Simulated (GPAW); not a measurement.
## Co2 Re8 Co2 0001: which magnetic order is lowest

A self-consistent run ends on one state, which hangs on the start. Several orders of Co2 Re8 Co2 0001 are started in GPAW and their energies compared.

Main program and level: GPAW 26.7.0; PBE; plane waves with GPAW's PAW setups, scalar-relativistic.

## (1) Starting point

The cell holds 12 atoms: 4 Co and 8 Re. Its edges and angles: a = 2.761 Å, b = 2.761 Å, c = 34.857 Å, α = 90.0°, β = 90.0°, γ = 120.0°. ideal sites on the substrate's mesh, layer spacings from atomic volumes, unrelaxed, 12 A of vacuum. Vacuum lies along c.

## (2) Run 1 (ferro ++++)

Parallel moments need no larger cell; this start tests for a ferromagnetic state only.

Input file order1.py:

```python
import json
import numpy as np
from ase import Atoms
from ase.parallel import paropen, parprint
from gpaw import GPAW

atoms = Atoms(['Co', 'Co', 'Re', 'Re', 'Re', 'Re', 'Re', 'Re', 'Re', 'Re', 'Co', 'Co'],
    cell=[[2.761, 0.0, 0.0],
         [-1.3805, 2.391096, 0.0],
         [0.0, 0.0, 34.857346]],
    scaled_positions=[[0.0, 0.0, 0.17213],
         [0.333333, 0.666667, 0.220365],
         [0.0, 0.0, 0.276423],
         [0.333333, 0.666667, 0.340302],
         [0.0, 0.0, 0.404181],
         [0.333333, 0.666667, 0.46806],
         [0.0, 0.0, 0.53194],
         [0.333333, 0.666667, 0.595819],
         [0.0, 0.0, 0.659698],
         [0.333333, 0.666667, 0.723577],
         [0.0, 0.0, 0.779635],
         [0.333333, 0.666667, 0.82787]],
    pbc=True,
    magmoms=[1.8, 1.8, 0.0, 0.0, 0.0, 0.0, 0.0, 0.0, 0.0, 0.0, 1.8, 1.8])
atoms.calc = GPAW(mode={'name': 'pw', 'ecut': 450},
    xc='PBE',
    kpts={'size': (20, 20, 1), 'gamma': True},
    occupations={'name': 'fermi-dirac', 'width': 0.05},
    convergence={'density': 1e-05, 'energy': 1e-05},
    maxiter=200,
    mixer={'name': 'pulay', 'beta': 0.03, 'nmaxold': 8, 'weight': 100},
    symmetry={'tolerance': 1e-4},
    txt='order1.txt')
e = atoms.get_potential_energy(force_consistent=True)
res = {'free_energy': e, 'energy_sigma0': atoms.get_potential_energy(), 'fermi_energy': atoms.calc.get_fermi_level()}
res['moments'] = atoms.get_magnetic_moments().tolist()
res['total'] = atoms.get_magnetic_moment()
parprint('site moments (muB):', np.round(res['moments'], 3))
parprint(f"total moment: {res['total']:.3f} muB")
parprint(f'free energy: {e:.6f} eV')
atoms.calc.write('order1.gpw')
with paropen('results.json', 'w') as f:
    json.dump(res, f)
```

The run is started by

```console
$ OMP_NUM_THREADS=1 mpirun -n 4 gpaw python order1.py > order1.log
```

Numbers of over 12 decimals in the logs are rounded to 6 here.

The log of the run:

```text
site moments (muB): [ 1.869  1.321 -0.074  0.005 -0.02   0.     0.    -0.02   0.005 -0.074
  1.321  1.869]
total moment: 6.100 muB
free energy: -122.661217 eV

--- order1.txt ---
Input parameters:
  mode=PW(ecut=450),
  convergence={'density': 1e-05, 'energy': 1e-05},
  kpts=MonkhorstPack(size=(20, 20, 1), gamma=True),
  maxiter=200,
  mixer=Pulay(name='pulay', nmaxold=8, beta=0.03, weight=100, sigma=0.015, g_ss=None),
  occupations=Occupations(name='fermi-dirac', width=0.05),
  symmetry=Symmetry(tolerance=0.0001),
  xc=XC(name='PBE')

Diagonalizing LCAO Hamiltonian
Converting LCAO to pw mode

        Co

       Co

        Re

       Re
        Re

       Re

        Re

       Re
        Re

       Re

        Co

       Co

Atoms  # Å, Bohr magnetons
|    | symbol |         x |        y |         z |    initial magnetic moments |
|----|--------|-----------|----------|-----------|-----------------------------|
|  0 |     Co |  0.000000 | 0.000000 |  5.999995 | ( 0.0000,  0.0000,  1.8000) |
|  1 |     Co | -0.000001 | 1.594065 |  7.681339 | ( 0.0000,  0.0000,  1.8000) |
|  2 |     Re |  0.000000 | 0.000000 |  9.635372 | ( 0.0000,  0.0000,  0.0000) |
|  3 |     Re | -0.000001 | 1.594065 | 11.862025 | ( 0.0000,  0.0000,  0.0000) |
|  4 |     Re |  0.000000 | 0.000000 | 14.088677 | ( 0.0000,  0.0000,  0.0000) |
|  5 |     Re | -0.000001 | 1.594065 | 16.315329 | ( 0.0000,  0.0000,  0.0000) |
|  6 |     Re |  0.000000 | 0.000000 | 18.542017 | ( 0.0000,  0.0000,  0.0000) |
|  7 |     Re | -0.000001 | 1.594065 | 20.768669 | ( 0.0000,  0.0000,  0.0000) |
|  8 |     Re |  0.000000 | 0.000000 | 22.995321 | ( 0.0000,  0.0000,  0.0000) |
|  9 |     Re | -0.000001 | 1.594065 | 25.221974 | ( 0.0000,  0.0000,  0.0000) |
| 10 |     Co |  0.000000 | 0.000000 | 27.176007 | ( 0.0000,  0.0000,  1.8000) |
| 11 |     Co | -0.000001 | 1.594065 | 28.857351 | ( 0.0000,  0.0000,  1.8000) |

Unit cell  # Å
| periodic |         x |        y |         z |   lengths |     angles |
|----------|-----------|----------|-----------|-----------|------------|
|      yes |  2.761000 | 0.000000 |  0.000000 |  2.761000 |  90.000000 |
|      yes | -1.380500 | 2.391096 |  0.000000 |  2.761000 |  90.000000 |
|      yes |  0.000000 | 0.000000 | 34.857346 | 34.857346 | 120.000001 |

Number of symmetries: 6

BZ-sampling:
  Number of BZ points: 400
  Number of IBZ points: 44

  Monkhorst-Pack size: [20, 20, 1]
  Monkhorst-Pack shift: [0.025, 0.025, 0.0]

K-points  # in reciprocal-cell coordinates
|     |                                coordinates |     weight |
|-----|--------------------------------------------|------------|
|   0 | ( -0.00000000,  -0.00000000,   0.00000000) | 0.00250000 |
|   1 | (  0.05000000,  -0.00000000,   0.00000000) | 0.01500000 |
|   2 | (  0.10000000,  -0.05000000,   0.00000000) | 0.01500000 |
|   3 | (  0.10000000,  -0.00000000,   0.00000000) | 0.01500000 |
|   4 | (  0.15000000,  -0.05000000,   0.00000000) | 0.03000000 |
|   5 | (  0.15000000,  -0.00000000,   0.00000000) | 0.01500000 |
|   6 | (  0.20000000,  -0.10000000,   0.00000000) | 0.01500000 |
|   7 | (  0.20000000,  -0.05000000,   0.00000000) | 0.03000000 |
|   8 | (  0.20000000,  -0.00000000,   0.00000000) | 0.01500000 |
|   9 | (  0.25000000,  -0.10000000,   0.00000000) | 0.03000000 |
| ... |                                            |            |
|  43 | (  0.50000000,   0.50000000,   0.00000000) | 0.00750000 |

Plane wave coefficients: 5020
Cutoff: 450.000000 eV

Spin-components: 2 (collinear spins)
Bands:           93
Projectors:      72
Spin-degeneracy: 1
Datatype:        complex128

Parallelization:
  kpt:    4
  domain: 1
  band:   1

Density:
  Valence electrons: 140.0
  Components: 2
  Grid points: [ 14  14 175]
  Charge: 0.0  # |e|

Potential:
  Grid points: [ 14  14 175]

species:
  Co:
    name:    Cobalt
    Z:       27.0
    valence: 9
    core:    18
    charge:  0.0  # [|e|]
    compensation charges:
      type: gauss
      rc: 0.32  # [Å]
      lmax: 2
    cutoffs:
      filter: 1.87  # [Å]
      core: 2.55  # [Å]
    projectors
    | kind |    occ | energy [eV] | rcut [Å] |
    |------|--------|-------------|----------|
    |   4s |  2.000 |      -5.469 |    1.005 |
    |   4p |  0.000 |      -1.277 |    1.058 |
    |   3d |  7.000 |      -8.205 |    1.005 |
    |    s |        |      21.742 |    1.005 |
    |    p |        |      25.934 |    1.058 |
    |    d |        |      19.007 |    1.005 |

    Using partial waves for Co as LCAO basis

  Re:
    name:    Rhenium
    Z:       75.0
    valence: 13
    core:    62
    charge:  0.0  # [|e|]
    compensation charges:
      type: gauss
      rc: 0.42  # [Å]
      lmax: 2
    cutoffs:
      filter: 2.40  # [Å]
      core: 2.76  # [Å]
    projectors
    | kind |    occ | energy [eV] | rcut [Å] |
    |------|--------|-------------|----------|
    |   6s |  2.000 |      -5.924 |    1.376 |
    |   5p |  6.000 |     -47.045 |    1.376 |
    |   6p |  0.000 |      -1.325 |    1.376 |
    |   5d |  5.000 |      -5.383 |    1.307 |
    |    s |        |      21.287 |    1.376 |
    |    d |        |      21.828 |    1.307 |

    Using partial waves for Re as LCAO basis

Reference energy: -3781111.283749  # eV

eigensolver:
  PPCG
  Converge bands: occupied
  niter=2

density mixing:
  Pulay-Mixer
  Linear mixing parameters: 0.03
  Old densities: 8
  Fourier metric: weight=100, sigma=0.015

occupation numbers:
  Fermi-Dirac:
    width: 0.0500  # eV

poisson solver:
  ecut: 3600.000000  # eV

xc functional:
  name: PBE with 2 nearest neighbor stencil

convergence criteria:
- Maximum integral of absolute [dens]ity change: 1e-05 electrons / valence electron
- Maximum [total energy] change in last 3 cyles: 1e-05 eV / valence electron
- Maximum integral of absolute [eigenst]ate change: 4e-08 eV^2 / valence electron
maximum number of iterations: 200

SCF iterations
|iter     |      energy | eigst |  dens |  magmom |
|---------|-------------|-------|-------|---------|
|iter:   1|       0s | -136.890920 | +0.35 |       |  +7.2079|
|iter:   2|      16s | -442.615321 | +1.22 | -0.75 |  +7.0143|
|iter:   3|      33s | -126.888501 | +0.39 | -0.34 |  +6.9842|
|iter:   4|      50s | -125.689885 | -0.80 | -1.07 |  +6.9852|
|iter:   5|      67s | -125.908457 | -1.31 | -1.14 |  +6.9755|
|iter:   6|      84s | -124.597748 | -2.22 | -1.09 |  +6.9505|
|iter:   7|     100s | -124.111513 | -2.52 | -1.18 |  +6.9182|
|iter:   8|     117s | -123.525812 | -1.92 | -1.20 |  +6.8088|
|iter:   9|     134s | -123.053386 | -1.78 | -1.25 |  +6.6512|
|iter:  10|     151s | -122.668647 | -1.80 | -1.36 |  +6.5297|
[... 40 iterations left out ...]
|iter:  51|     839s | -122.611050c| -7.63c| -4.31 |  +6.0983|
|iter:  52|     852s | -122.611054c| -7.55c| -4.40 |  +6.0990|
|iter:  53|     860s | -122.611054c| -7.76c| -4.55 |  +6.0991|
|iter:  54|     868s | -122.611055c| -8.06c| -4.57 |  +6.0992|
|iter:  55|     876s | -122.611055c| -8.19c| -4.57 |  +6.0994|
|iter:  56|     884s | -122.611055c| -7.91c| -4.60 |  +6.0995|
|iter:  57|     892s | -122.611056c| -8.01c| -4.71 |  +6.0997|
|iter:  58|     900s | -122.611055c| -7.80c| -4.77 |  +6.0997|
|iter:  59|     908s | -122.611056c| -7.98c| -4.93 |  +6.0998|
|iter:  60|     916s | -122.611056c| -8.29c| -5.00c|  +6.0998|

Converged in 60 steps
Energy contributions relative to reference atoms: (reference = -3781111.283749)

Energy contributions:
  Kinetic:          72.986861
  Coulomb:         -78.956247
  Zero:              1.349772
  External:          0.000000
  Xc:             -117.941280
  Entropy:          -0.100322
  Spinorbit:         0.000000
  ----------------------------
  Free energy:    -122.661217
  Extrapolated:   -122.611056

dipole moment: (-45.333058, -34.949794, -0.000076)  # |e|*Ang

Total magnetic moment: (0.000000, 0.000000, 6.099769)

Local magnetic moments
|        x |        y |         z |
|----------|----------|-----------|
| 0.000000 | 0.000000 |  1.868732 |  # Co   0
| 0.000000 | 0.000000 |  1.320550 |  # Co   1
| 0.000000 | 0.000000 | -0.074450 |  # Re   2
| 0.000000 | 0.000000 |  0.005024 |  # Re   3
| 0.000000 | 0.000000 | -0.020038 |  # Re   4
| 0.000000 | 0.000000 |  0.000124 |  # Re   5
| 0.000000 | 0.000000 |  0.000124 |  # Re   6
| 0.000000 | 0.000000 | -0.020038 |  # Re   7
| 0.000000 | 0.000000 |  0.005023 |  # Re   8
| 0.000000 | 0.000000 | -0.074450 |  # Re   9
| 0.000000 | 0.000000 |  1.320550 |  # Co  10
| 0.000000 | 0.000000 |  1.868736 |  # Co  11

Fermi level: 8.112
Eigenvalues  # (at kpt = [-0.000, -0.000, 0.000])
| band index |      eig [eV] | occ [0-1] |      eig [eV] | occ [0-1] |
|------------|---------------|-----------|---------------|-----------|
|          0 |       -34.236 |     1.000 |       -34.245 |     1.000 |
|        ... |               |           |               |           |
|         68 |         6.737 |     1.000 |         7.996 |     0.909 |
|         69 |         7.005 |     1.000 |         8.003 |     0.898 |
|         70 |         7.005 |     1.000 |         8.049 |     0.777 |
|         71 |         7.259 |     1.000 |         8.049 |     0.777 |
|         72 |         7.259 |     1.000 |         8.073 |     0.683 |
|         73 |         7.359 |     1.000 |         8.073 |     0.682 |
|         74 |         7.546 |     1.000 |         8.280 |     0.034 |
|         75 |         7.546 |     1.000 |         8.552 |     0.000 |
|         76 |         7.546 |     1.000 |         8.552 |     0.000 |
|         77 |         7.546 |     1.000 |         8.848 |     0.000 |
|         78 |         8.220 |     0.103 |         8.848 |     0.000 |
|         79 |         8.541 |     0.000 |         8.948 |     0.000 |
|         80 |         8.541 |     0.000 |         8.948 |     0.000 |
|         81 |         9.060 |     0.000 |         9.210 |     0.000 |
|         82 |         9.060 |     0.000 |         9.210 |     0.000 |
|         83 |         9.424 |     0.000 |         9.576 |     0.000 |
|        ... |               |           |               |           |
|         92 |        11.224 |     0.000 |        11.236 |     0.000 |

No gap
No difference between direct/indirect transitions
```

It took 16 min on 4 MPI ranks of Arm Neoverse V2, shared host; peak memory 1.7 GiB; 63 min of CPU time.

Spin moment in the augmentation sphere by atom:

| atom | spin moment in the augmentation sphere (μB) |
| --- | --- |
| Co1 | 1.87 |
| Co2 | 1.32 |
| Re3 | -0.07 |
| Re4 | 0.01 |
| Re5 | -0.02 |
| Re6 | 0.00 |
| Re7 | 0.00 |
| Re8 | -0.02 |
| Re9 | 0.01 |
| Re10 | -0.07 |
| Co11 | 1.32 |
| Co12 | 1.87 |

Numbers from this step:

```
magnetization : 6.100 μB
final state   : ferromagnetic
```

After 60 cycles the largest moment stands at 1.87 μB.

(Part 1 of 2 ends here.)

[Logs and program files are shortened in this print: banners, set-up blocks, solver, clock and traceback lines can be left out without a mark of their own.]

[Logs are printed without paths, hosts, clocks, repeated set-up lines and the standing remarks that a program may print on its own settings, such as how far it seeks lower states.]

[Hosts, paths, dates, database ids (printed as entryN), source tags and the programs' standing remarks are cut or masked in the printed files.]

[Where a cell is said to come from a database of computed structures, the database is the Materials Project.]
